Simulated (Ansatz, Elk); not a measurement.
**CdCu2Si2: X-ray structure factors from the self-consistent density**

Structure refinements treat a crystal as free atoms side by side. For a made-up structure of CdCu2Si2 (cell and positions from a PBEsol relaxation) the runs below show what the calculated density changes in F(hkl).

Calculated with Elk 11.2.3 (patched build); DFT, PBE, all-electron APW+lo, Dirac cores, scalar-relativistic bands, static density, no spin.

The structure was built from a prototype and need not be the compound's stable phase.

## Step 1: Starting point

It takes space group I4/mmm (No. 139, tetragonal). The conventional cell has a = 3.894 Å, b = 3.894 Å, c = 10.068 Å, α = 90.00°, β = 90.00°, γ = 90.00°. Nearest to Cd lie 8 Si at 2.99 Å and 8 Cu at 3.18 Å. Nearest to Cu lie 4 Si at 2.38 Å and 4 Cu at 2.75 Å and 4 Cd at 3.18 Å. Nearest to Si lie 1 Si at 2.31 Å and 4 Cu at 2.38 Å and 4 Cd at 2.99 Å. Farther neighbours are not listed.

## Step 2: Ground state and structure factors

An all-electron density is needed, since X-rays see the cores too. Task 0 finds the density and task 195 Fourier-transforms it; tshift is off so that phases refer to the origin typed.

File elk.in:

```
tasks
  0
  195

xctype
  20

spinpol
  .false.

rgkmax
  7.0

gmaxvr
  14.0

lmaxo
  7

lmaxapw
  8

swidth
  0.002

tshift
  .false.

hmaxvr
  5.5

maxscl
  120

epspot
  1e-06

sppath
  './'

avec
  -3.67886458507 3.67886458507 9.51245379358
  3.67886458507 -3.67886458507 9.51245379358
  3.67886458507 3.67886458507 -9.51245379358

atoms
  3
  'Cd.in'
  1
  -0.0000000000 -0.0000000000 -0.0000000000   0.000000 0.000000 0.000000
  'Cu.in'
  2
  0.2500000000 0.7500000000 0.5000000000   0.000000 0.000000 0.000000
  0.7500000000 0.2500000000 0.5000000000   0.000000 0.000000 0.000000
  'Si.in'
  2
  0.6147253241 0.6147253241 0.0000000000   0.000000 0.000000 0.000000
  0.3852746759 0.3852746759 0.0000000000   0.000000 0.000000 0.000000

ngridk
  8 8 8
```

On the command line:

```
$ OMP_NUM_THREADS=4 elk
```

Numbers of over 12 decimals in the logs are rounded to 6 here.

What it wrote:

```text
┌─────────────────────────┐
│ Elk code version 11.2.3 │
└─────────────────────────┘

All units are atomic (Hartree, Bohr, etc.)

┌─────────────────────────────────────────────────┐
│ Ground-state run starting from atomic densities │
└─────────────────────────────────────────────────┘

Lattice vectors :
  -3.678864585       3.678864585       9.512453794
   3.678864585      -3.678864585       9.512453794
   3.678864585       3.678864585      -9.512453794

Reciprocal lattice vectors :
  0.4183931142E-16  0.8539571330      0.3302610159
  0.8539571330      0.4183931142E-16  0.3302610159
  0.8539571330      0.8539571330      0.6712343774E-17

Unit cell volume      :    514.9678969
Brillouin zone volume :   0.4816809260

Muffin-tin inner radius fraction :   0.1000000000E-01

Nuclei treated as point charges

Species : 1 (Cd)
 parameters loaded from : Cd.in
 name : cadmium
 nuclear charge    :   -48.00000000
 electronic charge :    48.00000000
 atomic mass :    204912.7176
 muffin-tin radius :    2.600000000
 number of radial points in muffin-tin :   1193
 inner part over the whole radius :   0.9972693929E-02
 number on inner part of muffin-tin    :    850
 approximate nuclear radius :   0.8708852602E-04
 number of mesh points to nuclear radius :    426
 atomic positions (lattice), magnetic fields (Cartesian) :
  1 :   0.00000000  0.00000000  0.00000000    0.00000000  0.00000000  0.00000000

Species : 2 (Cu)
 parameters loaded from : Cu.in
 name : copper
 nuclear charge    :   -29.00000000
 electronic charge :    29.00000000
 atomic mass :    115837.2717
 muffin-tin radius :    2.316364916
 number of radial points in muffin-tin :    993
 inner part over the whole radius :   0.9996916215E-02
 number on inner part of muffin-tin    :    701
 approximate nuclear radius :   0.7406004541E-04
 number of mesh points to nuclear radius :    337
 atomic positions (lattice), magnetic fields (Cartesian) :
  1 :   0.25000000 -0.25000000  0.50000000    0.00000000  0.00000000  0.00000000
  2 :  -0.25000000  0.25000000  0.50000000    0.00000000  0.00000000  0.00000000

Species : 3 (Si)
 parameters loaded from : Si.in
 name : silicon
 nuclear charge    :   -14.00000000
 electronic charge :    14.00000000
 atomic mass :    51196.73458
 muffin-tin radius :    2.123334506
 number of radial points in muffin-tin :    793
 inner part over the whole radius :   0.9816459586E-02
 number on inner part of muffin-tin    :    552
 approximate nuclear radius :   0.5963282101E-04
 number of mesh points to nuclear radius :    247
 atomic positions (lattice), magnetic fields (Cartesian) :
  1 :  -0.38527468 -0.38527468  0.00000000    0.00000000  0.00000000  0.00000000
  2 :   0.38527468  0.38527468  0.00000000    0.00000000  0.00000000  0.00000000

Total number of atoms per unit cell :    5
Total muffin-tin volume :    257.9433723
 ratio of muffin-tin to unit cell volume :   0.5008921407

Spin treatment :
 spin-unpolarised

Number of Bravais lattice symmetries :   16
Number of crystal symmetries         :   16
Crystal has inversion symmetry
Real symmetric eigensolver will be used

k-point grid :      8     8     8
k-point offset :    0.000000000       0.000000000       0.000000000
k-point set is reduced with full crystal symmetry group
Total number of k-points :       59

Muffin-tin radius times maximum |G+k| :    7.000000000
 using average radius
Maximum |G+k| for APW functions       :    3.048940147
Maximum (1/2)|G+k|²                   :    4.648018010
Maximum |G| for potential and density :    14.00000000
Constant for pseudocharge density :    9
 order of it for each species :   16  16  16
 order of it for pair densities of each species (exact exchange by exxq0 0: 17) :   13  10   8
Radial integration step length :    1

G-vector grid sizes :     49    49    49
Number of G-vectors :    23927

Maximum angular momentum used for
 APW functions            :    8
 outer part of muffin-tin :    7
 inner part of muffin-tin :    2

Total nuclear charge    :   -134.0000000
[...]
Density of states at Fermi energy :    55.93811509
 (states/Hartree/unit cell)

Estimated indirect band gap :   0.2321297287E-02
 from k-point 32 to k-point 23
Estimated direct band gap   :   0.6762000843E-02
 at k-point 1

Charges :
 core                        :    74.00000000
 valence                     :    60.00000000
 interstitial                :    7.785643192
 muffin-tins (core leakage)
  species : 1 (Cd)
   atom 1                    :    46.46468198     (  0.2554780599E-03)
  species : 2 (Cu)
[...]
species : 3 (Si)
[...]
total in muffin-tins        :    126.2143568
 total calculated charge     :    133.9948502
 total charge                :    134.0000000
 error                       :   0.5149790957E-02

RMS change in Kohn-Sham potential (target) :   0.5874289317     (  0.1000000000E-05)
Absolute change in total energy (target)   :   0.5987996356     (  0.1000000000E-03)

[... loops 3 to 16 left out ...]

┌──────────────────┐
│ Loop number : 17 │
└──────────────────┘

Energies :
 Fermi                       :     0.272566
 sum of occupied eigenvalues :     -5567.5611204250
 electron kinetic            :      9815.7202832526
 core electron kinetic       :      9249.8339773462
 Coulomb                     :     -18969.999350599
 Coulomb potential           :     -14951.567681408
 nuclear-nuclear             :     -1233.6394159024
 electron-nuclear            :     -20554.027876630
 Hartree                     :      2817.6679419338
 Madelung                    :     -11494.215509895
 xc potential                :     -431.71372226945
 exchange                    :     -325.32928063898
 correlation                 :     -6.506050
 electron entropic           :    -0.79304680291442E-03
 total energy                :     -9486.1151909901

Density of states at Fermi energy :    61.34693911
 (states/Hartree/unit cell)

Estimated indirect band gap :   0.2443118893E-02
 from k-point 6 to k-point 28
Estimated direct band gap   :   0.1523648228E-01
 at k-point 29

Charges :
 core                        :    74.00000000
 valence                     :    60.00000000
 interstitial                :    6.915202527
 muffin-tins (core leakage)
  species : 1 (Cd)
[...]
species : 2 (Cu)
[...]
species : 3 (Si)
[...]
total in muffin-tins        :    127.0847975
 total calculated charge     :    133.9950045
 total charge                :    134.0000000
 error                       :   0.4995498297E-02

RMS change in Kohn-Sham potential (target) :   0.1829437624E-06 (  0.1000000000E-05)
Absolute change in total energy (target)   :   0.6172448047E-04 (  0.1000000000E-03)

Convergence targets achieved

┌──────────────────┐
│ Loop number : 18 │
└──────────────────┘

Energies :
 Fermi                       :     0.272566
 sum of occupied eigenvalues :     -5567.5611150619
 electron kinetic            :      9815.7202928801
 core electron kinetic       :      9249.8339803076
 Coulomb                     :     -18969.999354569
 Coulomb potential           :     -14951.567678379
 nuclear-nuclear             :     -1233.6394159024
 electron-nuclear            :     -20554.027887627
 Hartree                     :      2817.6679489600
 Madelung                    :     -11494.215515379
 xc potential                :     -431.71372956273
 exchange                    :     -325.32928097934
 correlation                 :     -6.506050
 electron entropic           :    -0.79304648097534E-03
 total energy                :     -9486.1151856659

Density of states at Fermi energy :    61.34691017
 (states/Hartree/unit cell)

Estimated indirect band gap :   0.2443128091E-02
 from k-point 6 to k-point 28
Estimated direct band gap   :   0.1523648240E-01
 at k-point 29

Charges :
 core                        :    74.00000000
 valence                     :    60.00000000
 interstitial                :    6.915202211
 muffin-tins (core leakage)
  species : 1 (Cd)
[...]
species : 2 (Cu)
[...]
atom 2                    :    28.16015344     (  0.2517077105E-03)
  species : 3 (Si)
   atom 1                    :    12.08627746     (  0.1990020435E-02)
   atom 2                    :    12.08627746     (  0.1990020435E-02)
 total in muffin-tins        :    127.0847978
 total calculated charge     :    133.9950045
 total charge                :    134.0000000
 error                       :   0.4995498504E-02

┌──────────────────────────────┐
│ Self-consistent loop stopped │
└──────────────────────────────┘

Warning : core states of species 1 leak from the muffin-tin :   0.2412173098E-03

Warning : core states of species 2 leak from the muffin-tin :   0.2517077105E-03

Warning : core states of species 3 leak from the muffin-tin :   0.1990020435E-02

Wrote STATE.OUT
```

The job ended after 54 s (4 threads of Arm Neoverse V1, shared host; peak memory 0.2 GiB; 2.9 min of CPU time).

SFACRHO.OUT:

```text

h k l indices transformed by vhmat matrix:
   1.000000000       0.000000000       0.000000000    
   0.000000000       1.000000000       0.000000000    
   0.000000000       0.000000000       1.000000000    

      h      k      l  multipl.   |H|            Re(F)            Im(F)           |F|

      0      0      0      1   0.0000000       134.00000      0.13625283E-15   134.00000    
      1      1     -1      2  0.66052203      -6.2040856     -0.53599614E-14   6.2040856    
     -1      0      0      8  0.91559550       25.663046      -0.0000000       25.663046    
      0      0     -1      4   1.2076778       12.263833     -0.58205028E-14   12.263833    
     -1     -2      2      8   1.3080114       49.884444      -0.0000000       49.884444    
     -2     -2      2      2   1.3210441       66.667326     -0.11166586E-13   66.667326    
      2      0     -1      8   1.3765082       86.796300      0.17866538E-14   86.796300    
     -1      1      1      4   1.7079143       95.139469     -0.58262643E-14   95.139469    
     -3     -1      2      8   1.7898723      -22.860769      0.89332690E-15   22.860769    
      2      0     -2      8   1.8311910      -4.0499155     -0.10719923E-13   4.0499155    
     -3     -2      2      8   1.8590458       49.186320      -0.0000000       49.186320    
      1      0      1     16   1.9378561       21.199761      -0.0000000       21.199761    
     -3     -3      3      2   1.9815661      -11.904594     -0.55386268E-13   11.904594    
      2      1      0     16   2.1512473       40.782139      -0.0000000       40.782139    
      3      1     -3      8   2.1591963       54.261176      0.13846567E-13   54.261176    
      3      3     -4      8   2.3205796       61.072369     -0.46452999E-13   61.072369    
      2     -2      0      4   2.4153555       80.365239      0.16702166E-16   80.365239    
     -4     -3      4      8   2.4645055       24.824166      -0.0000000       24.824166
```

Elk indexes on the primitive cell of elk.in and gives |H| = 4π sin θ/λ in inverse bohr. Below, one row stands for each form hkl of the conventional cell (m members, Friedel mates merged), F is for one primitive cell and the density is static (no thermal factor). Free-atom factors are Waasmaier and Kirfel's, and R is Σm||F|−|F'||/Σm|F|.

| hkl | m | sin θ/λ (Å⁻¹) | abs F, DFT | neutral atoms | diff. |
| --- | --- | --- | --- | --- | --- |
| 002 | 2 | 0.099 | 6.204 | 6.260 | -0.056 |
| 101 | 8 | 0.138 | 25.663 | 25.999 | -0.336 |
| 110 | 4 | 0.182 | 12.264 | 11.685 | +0.578 |
| 103 | 8 | 0.197 | 49.884 | 49.991 | -0.106 |
| 004 | 2 | 0.199 | 66.667 | 67.430 | -0.763 |
| 112 | 8 | 0.207 | 86.796 | 87.535 | -0.739 |
| 200 | 4 | 0.257 | 95.139 | 96.036 | -0.896 |
| 114 | 8 | 0.269 | 22.861 | 23.695 | -0.834 |
| 202 | 8 | 0.275 | 4.050 | 4.758 | -0.708 |
| 105 | 8 | 0.280 | 49.186 | 49.511 | -0.325 |
| 211 | 16 | 0.291 | 21.200 | 21.194 | +0.006 |
| 006 | 2 | 0.298 | 11.905 | 12.772 | -0.867 |
| 213 | 16 | 0.324 | 40.782 | 40.927 | -0.145 |
| 204 | 8 | 0.325 | 54.261 | 54.582 | -0.321 |
| 116 | 8 | 0.349 | 61.072 | 61.283 | -0.211 |
| 220 | 4 | 0.363 | 80.365 | 80.608 | -0.243 |
| 107 | 8 | 0.371 | 24.824 | 24.862 | -0.038 |
| 222 | 8 | 0.377 | 2.780 | 3.087 | -0.307 |
| 215 | 16 | 0.380 | 42.640 | 42.608 | +0.032 |
| 301 | 8 | 0.388 | 17.989 | 17.978 | +0.011 |
| 206 | 8 | 0.393 | 9.955 | 10.159 | -0.204 |
| 008 | 2 | 0.397 | 74.227 | 74.338 | -0.111 |

## Step 3: What came out

```
R against neutral atoms, sin θ/λ < 0.3 Å⁻¹ : 1.19 %
R against neutral atoms, 0.3 to 0.83 Å⁻¹   : 0.32 %
```

In words: Independent neutral atoms miss the calculated amplitudes by R = 1.19 % below 0.3 Å⁻¹ and 0.32 % from there to 0.83 Å⁻¹; by shells, 1.29 % below 0.15 Å⁻¹ (2 forms), 1.18 % 0.15 to 0.3 (10 forms), 0.30 % 0.3 to 0.45 (15 forms), 0.32 % above 0.45 (109 forms). Bonding, aspherical density and the tables' own atoms all enter these figures, and the runs don't part them. The largest change of an amplitude is -0.90 electrons, at 200. The basis has no finished test. The k-mesh has no finished test. These runs have no spin, though d or f shells may be open. Part of the difference isn't bonding: the tables are fits to free atoms and ions calculated by other methods than this functional. Thermal motion, anomalous dispersion and extinction are left out.

[Logs are printed without paths, hosts, clocks, repeated set-up lines and the standing remarks that a program may print on its own settings, such as how far it seeks lower states.]

[Hosts, paths, dates, database ids (printed as entryN), source tags and the programs' standing remarks are cut or masked in the printed files.]
